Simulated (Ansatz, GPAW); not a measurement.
# A 4-layer slab of Sr(110): simulated STM images

Wanted: filled- and empty-state images of a 4-layer slab of Sr(110), with its work function.

Calculated with GPAW 26.7.0 and Ansatz 0.2.0; Ansatz plane waves; slab in vacuum with a dipole correction, relaxation, in the first sound run; inputs show where later runs differ.

Report form: the programs' logs are mostly left out.

**1. Set-up**

The cell holds 4 atoms: 4 Sr. Cell: a = 6.080 Å, b = 4.299 Å, c = 22.449 Å, α = 90.0°, β = 90.0°, γ = 90.0°. Vacuum lies along c.

**2. Relaxation**

Forces are removed first; all later runs use this geometry. The lowest 2 atoms are held at bulk positions and keep their forces.

File input.yaml:

```yaml
crystal:
  lattice:
    - [6.08, 0.0, 0.0]
    - [0.0, 4.2992092296, 0.0]
    - [0.0, 0.0, 22.4488138444]
  atoms:
    - { symbol: Sr, position: [0.5, 0.5, 0.3563662675] }
    - { symbol: Sr, position: [0.0, 0.0, 0.4521220892] }
    - { symbol: Sr, position: [0.5, 0.5, 0.5478779108] }
    - { symbol: Sr, position: [0.0, 0.0, 0.6436337325] }
kpoints:
  mp_grid: { grid: [5, 7, 1] }
hamiltonian:
  xc: pbe
scf:
  occupations: { method: fermi_dirac, width: 0.1 }
efield:
  axis: 3
  dipole_correction: true
  ramp_width: 0.05
relax:
  f_tol: 0.02
  max_steps: 60
  constraints: [{ sites: [0, 1] }]
output:
  write_potential: true
  write_density: true
  volumetric_format: npy
```

On the command line:

```console
ansatz run input.yaml --threads 4 --pin off --max-ram 8192MiB --backend cpu --events-out ev --progress --plain --runs-dir out
```

It took 9.1 s on 4 threads of Intel Xeon Platinum 8488C (Sapphire Rapids), shared host; peak memory 0.88 GiB.

The steps of the relaxation:

| step | energy less that of the first step (eV) | largest force component (eV/Å) |
| --- | --- | --- |
| 1 | 0.0000 | 0.0846 |
| 2 | -0.0066 | 0.0551 |
| 3 | -0.0114 | 0.0099 |

The run keeps the 4 symmetry operations that it works with, so distortions that break them were not tested.

The atoms that moved most (Å):

| atom | dx | dy | dz | length |
| --- | --- | --- | --- | --- |
| Sr4 | 0.000 | 0.000 | -0.168 | 0.168 |
| Sr3 | 0.000 | 0.000 | -0.139 | 0.139 |

The relaxed structure:

```cif
data_structure
_symmetry_space_group_name_H-M 'P 1'
_symmetry_Int_Tables_number 1
_cell_length_a 6.0800
_cell_length_b 4.2992
_cell_length_c 22.4488
_cell_angle_alpha 90.000
_cell_angle_beta 90.000
_cell_angle_gamma 90.000
_cell_volume 586.79
loop_
_atom_site_label
_atom_site_type_symbol
_atom_site_fract_x
_atom_site_fract_y
_atom_site_fract_z
_atom_site_occupancy
Sr1 Sr 0.50000 0.50000 0.35637 1
Sr2 Sr 0.00000 0.00000 0.45212 1
Sr3 Sr 0.50000 0.50000 0.54168 1
Sr4 Sr 0.00000 0.00000 0.63613 1
```

This step gave:

```
free energy             : -14175.6819 eV
smearing term TS        : 0.1826 eV
symmetry operations     : 4
upper work function     : 2.566 eV
lower work function     : 2.561 eV
dipole along the normal : -6.66e-4 e·Å
dipole field            : -2.05e-4 V/Å
vacuum level above      : 2.968 eV
vacuum level below      : 2.963 eV
```

The electrostatic potential energy of an electron (with the applied field's), less the Fermi level, planar mean oscillates, so the rows of the table below give means over windows of 1 Å about each position, cut where the curve ends. Its maxima inside the range that stand out by 2 % of the span (Å: eV): 9.1: -0.939, 11.2: -1.33, 13.2: -1.04. Its minima: 8.0: -8.19, 10.1: -7.87, 12.2: -7.88, 14.3: -8.17.

Electrostatic potential energy of an electron (with the applied field's), less the Fermi level, planar mean against z; means over each step:

| z (Å) | electrostatic potential energy of an electron (with the applied field's), less the Fermi level, planar mean (eV) |
| --- | --- |
| 0 | 2.56 |
| 1 | 2.56 |
| 2 | 2.56 |
| 3 | 2.56 |
| 4 | 2.55 |
| 5 | 2.46 |
| 6 | 2.02 |
| 7 | -0.285 |
| 8 | -6.53 |
| 9 | -1.77 |
| 10 | -6.10 |
| 11 | -2.43 |
| 12 | -6.14 |
| 13 | -2.22 |
| 14 | -5.82 |
| 15 | -2.15 |
| 16 | 1.72 |
| 17 | 2.40 |
| 18 | 2.54 |
| 19 | 2.56 |
| 20 | 2.56 |
| 21 | 2.56 |
| 22 | 2.56 |

The valence density, planar mean oscillates, so the rows of the table below give means over windows of 2.1 Å about each position, cut where the curve ends. Its maxima inside the range that stand out by 2 % of the span (Å: e/Å³): 8.0: 0.258, 10.1: 0.268, 12.2: 0.268, 14.3: 0.258. Its minima: 9.1: 0.0777, 11.2: 0.0940, 13.2: 0.0803.

Valence density, planar mean against z; means over each step:

| z (Å) | valence density, planar mean (e/Å³) |
| --- | --- |
| 1.05 | 2.2e-6 |
| 3.15 | 9.9e-5 |
| 5.25 | 0.00321 |
| 7.35 | 0.136 |
| 9.45 | 0.178 |
| 11.55 | 0.191 |
| 13.65 | 0.177 |
| 15.75 | 0.0427 |
| 17.85 | 9.0e-4 |
| 19.95 | 2.2e-5 |

The relaxation lowered the energy of the cell by 0.0114 eV.

**3. Plane waves, PBE**

The work function is the vacuum plateau of the electrostatic potential less the Fermi level; a dipole layer lets the two faces have plateaus of their own.

This step: GPAW, PAW setups; slab in vacuum (GPAW 26.7.0).

File run.py:

```python
import json
import numpy as np
from ase import Atoms
from ase.dft.stm import STM
from gpaw import GPAW, PW

slab = Atoms(
    ['Sr', 'Sr', 'Sr', 'Sr'],
    positions=[
        [3.04000, 2.14960, 8.00000],
        [0.00000, 0.00000, 10.14960],
        [3.04000, 2.14960, 12.16018],
        [-0.00000, 0.00000, 14.28037]],
    cell=[[6.08, 0.0, 0.0], [0.0, 4.29921, 0.0], [0.0, 0.0, 22.44881]],
    pbc=[True, True, False])

slab.calc = GPAW(mode=PW(400), xc='PBE', kpts={'size': (5, 7, 1), 'gamma': True},
                 occupations={'name': 'fermi-dirac', 'width': 0.1}, nbands='140%',
                 convergence={'density': 1e-05}, maxiter=200,
                 poissonsolver={'dipolelayer': 'xy'},
                 symmetry={'tolerance': 1e-3}, txt='slab.txt')
result = {}
energy = slab.get_potential_energy()
fermi = slab.calc.get_fermi_level()
v = slab.calc.get_electrostatic_potential().mean((0, 1)) - fermi
n = slab.calc.get_pseudo_density().mean((0, 1))
L = slab.cell[2, 2]
z = np.arange(len(v)) * L / len(v)
low, high = slab.positions[:, 2].min(), slab.positions[:, 2].max()
below, above = np.interp([low - 5.8, high + 5.8], z, v)
slopes = [np.interp(x, z, np.gradient(v, z)) for x in (low - 5.8, high + 5.8)]
eps = np.array([[slab.calc.get_eigenvalues(k, s) for k in range(len(slab.calc.get_ibz_k_points()))]
                for s in range(slab.calc.get_number_of_spins())]) - fermi
top, bottom = eps[eps < 0].max(), eps[eps > 0].min()
dipole = slab.get_dipole_moment()[2]
print(f'energy {energy:.4f} eV, Fermi level {fermi:.4f} eV, dipole {dipole:.5f} e A')
print(f'potential 5.8 A off the faces, from the Fermi level: lower {below:.4f} eV, upper {above:.4f} eV')
print(f'slope of the potential there: lower {slopes[0]:.5f}, upper {slopes[1]:.5f} eV/A')
print(f'nearest levels on the mesh: {top:.4f} and {bottom:.4f} eV')
print('magnetic moment', round(slab.get_magnetic_moment(), 3))
result.update(energy=energy, fermi=fermi, dipole=dipole, below=below, above=above, slopes=slopes, edges=[top, bottom],
              z=z.tolist(), v=v.tolist(), n=n.tolist(), positions=slab.positions.tolist(),
              forces=slab.get_forces(apply_constraint=False).tolist(), moments=slab.get_magnetic_moments().tolist())

# Images need the states of the whole zone, up to time reversal
slab.calc = slab.calc.fixed_density(symmetry={'point_group': False}, txt='states.txt',
                                    convergence={'bands': 'CBM+1.3'})
stm = STM(slab)
result['stm'] = []
for bias in [-1.0, 1.0]:
    height = high + 3.5
    current = stm.get_averaged_current(bias, height)
    x, y, h = stm.scan(bias, current)
    i, f = divmod(height / L * stm.ldos.shape[2], 1)
    I = abs((1 - f) * stm.ldos[:, :, int(i)] + f * stm.ldos[:, :, int(i) + 1])
    print(f'bias {bias} V: mean current at 3.5 A {current:.4e}, corrugation {np.ptp(h):.4f} A')
    result['stm'].append(dict(bias=bias, current=current, h=(h - high).tolist(), I=I.tolist()))
json.dump(result, open('result.json', 'w'))
```

On the command line:

```console
OMP_NUM_THREADS=1 OPENBLAS_NUM_THREADS=1 python run.py
```

Elapsed: 3.8 min, on 1 thread; peak memory 0.48 GiB.

This step gave:

| Property | Result |
| --- | --- |
| dipole along the normal | -2.89e-4 e·Å |
| levels nearest the Fermi level on the mesh | -0.09868, 0.02309 eV from the Fermi level |
| lower work function | 2.565 eV |
| corrugation -1 | 0.7227 Å |
| corrugation 1 | 0.8423 Å |

The electrostatic potential energy of an electron (without an applied field's), less the Fermi level, planar mean oscillates, so the rows of the table below give means over windows of 1 Å about each position, cut where the curve ends. Its maxima inside the range that stand out by 2 % of the span (Å: eV): 9.1: -0.933, 11.1: -1.31, 13.1: -1.05. Its minima: 8.0: -7.10, 10.2: -6.83, 12.2: -6.82, 14.3: -7.05.

Electrostatic potential energy of an electron (without an applied field's), less the Fermi level, planar mean against z; means over each step:

| z (Å) | electrostatic potential energy of an electron (without an applied field's), less the Fermi level, planar mean (eV) |
| --- | --- |
| 0 | 2.57 |
| 1 | 2.57 |
| 2 | 2.56 |
| 3 | 2.56 |
| 4 | 2.55 |
| 5 | 2.46 |
| 6 | 2.02 |
| 7 | -0.181 |
| 8 | -5.63 |
| 9 | -1.64 |
| 10 | -5.23 |
| 11 | -2.22 |
| 12 | -5.26 |
| 13 | -2.01 |
| 14 | -5.06 |
| 15 | -1.83 |
| 16 | 1.73 |
| 17 | 2.40 |
| 18 | 2.54 |
| 19 | 2.56 |
| 20 | 2.57 |
| 21 | 2.57 |
| 22 | 2.57 |

The pseudo valence density, planar mean oscillates, so the rows of the table below give means over windows of 2.14 Å about each position, cut where the curve ends. Its maxima inside the range that stand out by 2 % of the span (Å: e/Å³): 7.9: 0.295, 10.0: 0.304, 12.2: 0.312, 14.3: 0.301. Its minima: 9.0: 0.0783, 11.1: 0.0905, 13.3: 0.0790.

Pseudo valence density, planar mean against z; means over each step:

| z (Å) | pseudo valence density, planar mean (e/Å³) |
| --- | --- |
| 1.07 | 2.4e-6 |
| 3.21 | 1.1e-4 |
| 5.35 | 0.00379 |
| 7.49 | 0.149 |
| 9.63 | 0.180 |
| 11.77 | 0.187 |
| 13.91 | 0.175 |
| 16.05 | 0.0204 |
| 18.19 | 5.2e-4 |
| 20.33 | 1.2e-5 |

Tip height over the top atom over a1 and a2. Sample bias -1 V, constant current at the mean current 3.5 Å over the top atom.

Values in Å, 12 rows by 16 columns, each cell a mean:
```
3.75 3.73 3.67 3.59 3.48 3.37 3.26 3.19 3.17 3.22 3.31 3.42 3.53 3.63 3.70 3.74
3.74 3.72 3.66 3.58 3.47 3.36 3.24 3.17 3.15 3.20 3.29 3.41 3.52 3.62 3.69 3.73
3.73 3.71 3.65 3.57 3.45 3.34 3.22 3.14 3.13 3.18 3.27 3.39 3.51 3.61 3.68 3.72
3.72 3.69 3.64 3.55 3.44 3.31 3.19 3.11 3.09 3.14 3.24 3.37 3.49 3.59 3.66 3.71
3.71 3.68 3.63 3.54 3.42 3.29 3.17 3.08 3.06 3.12 3.22 3.35 3.48 3.58 3.66 3.70
3.71 3.68 3.62 3.53 3.42 3.28 3.16 3.07 3.04 3.10 3.21 3.35 3.47 3.58 3.65 3.70
3.71 3.68 3.63 3.54 3.42 3.29 3.16 3.07 3.05 3.11 3.22 3.35 3.47 3.58 3.65 3.70
3.72 3.69 3.63 3.54 3.43 3.30 3.18 3.10 3.07 3.13 3.24 3.36 3.48 3.59 3.66 3.70
3.73 3.70 3.64 3.56 3.45 3.32 3.21 3.13 3.11 3.16 3.26 3.38 3.50 3.60 3.67 3.72
3.74 3.71 3.66 3.58 3.46 3.35 3.24 3.16 3.14 3.19 3.29 3.40 3.52 3.62 3.69 3.73
3.75 3.72 3.67 3.59 3.48 3.37 3.25 3.18 3.17 3.21 3.30 3.42 3.53 3.63 3.70 3.74
3.75 3.73 3.67 3.59 3.49 3.37 3.26 3.19 3.18 3.22 3.31 3.43 3.54 3.63 3.70 3.75
```
Columns: a1 from 0 to 0.967; rows upwards: a2 from 0 to 0.95.

Local density of states summed over the bias window over a1 and a2. Sample bias -1 V, constant height 3.5 Å over the top atom.

Ten even steps from '0' (1.04 × 1e-4 arbitrary) to '9' (3.18 × 1e-4 arbitrary):
```
999887654322110001122345678899
999887654321110001112345678899
999877654321100000112345677899
999876543321100000112334567899
998876543221100000112234567889
998876543221000000012234567889
998876543211000000011234567889
988776543211000000011234567788
888776543211000000011234567788
888776543211000000011234567788
888776543211000000011234567788
988776543211000000011234567788
998876543211000000011234567889
998876543221000000012234567889
998876543221100000112234567889
999876543321100000112334567899
999877654321100000112345677899
999887654321110001112345678899
999887654322110001122345678899
999887654322110001122345678899
```
Columns: a1 from 0 to 0.967; rows upwards: a2 from 0 to 0.95.

Tip height over the top atom over a1 and a2. Sample bias 1 V, constant current at the mean current 3.5 Å over the top atom.

Ten even steps from '0' (3.01 Å) to '9' (3.85 Å):
```
777665543321000000012334556677
777766544321100000112344566777
777776554322100000122345567777
888776654432110001123445667788
888877665432211011223456677888
999887765433211111233456778899
999988765543221112234556788999
999988776543221112234567788999
999998776543221112234567789999
999998776543221112234567789999
999998776543221112234567789999
999988776543221112234567788999
999988765543221112234556788999
999887765433211111233456778899
888877665432211011223456677888
888776654432110001123445667788
777776554322100000122345567777
777766544321100000112344566777
777665543321000000012334556677
776665543221000000012234556667
```
Columns: a1 from 0 to 0.967; rows upwards: a2 from 0 to 0.95.

Local density of states summed over the bias window over a1 and a2. Sample bias 1 V, constant height 3.5 Å over the top atom.

Ten even steps from '_' (0.58 × 1e-3 arbitrary) to '@' (1.77 × 1e-3 arbitrary):
```
++++++====----::::....__________________....::::----====++++
++++++++====--::::....__________________....::::--====++++++
****++++++==----::::....______________....::::----==++++++**
********++++==--::::....______________....::::--==++++******
######****++====--::....______________....::--====++****####
%%%%%%##****++==--::::....__________....::::--==++****##%%%%
@@%%%%%%##**++==----::....__________....::----==++**##%%%%%%
@@@@@@%%##****++==--::......______......::--==++****##%%@@@@
@@@@@@%%%%##**++==--::::....______....::::--==++**##%%%%@@@@
@@@@@@%%%%##**++==--::::....______....::::--==++**##%%%%@@@@
@@@@@@%%%%##**++==--::::....______....::::--==++**##%%%%@@@@
@@@@@@%%##****++==--::......______......::--==++****##%%@@@@
@@%%%%%%##**++==----::....__________....::----==++**##%%%%%%
%%%%%%##****++==--::::....__________....::::--==++****##%%%%
######****++====--::....______________....::--====++****####
********++++==--::::....______________....::::--==++++******
****++++++==----::::....______________....::::----==++++++**
++++++++====--::::....__________________....::::--====++++++
++++++====----::::....__________________....::::----====++++
++++======----::::....__________________....::::----======++
```
Columns: a1 from 0 to 0.967; rows upwards: a2 from 0 to 0.95.

The potential is flat to 0.001 eV/Å where it is read, so the vacuum is wide enough. The geometry is the other program's minimum; here the largest force on a free atom is 0.018 eV/Å.

[end of part 1 of 2]

[Logs are printed without paths, hosts, clocks, repeated set-up lines and the standing remarks that a program may print on its own settings, such as how far it seeks lower states.]

[Hosts, paths, dates, database ids (printed as entryN), source tags and the programs' standing remarks are cut or masked in the printed files.]
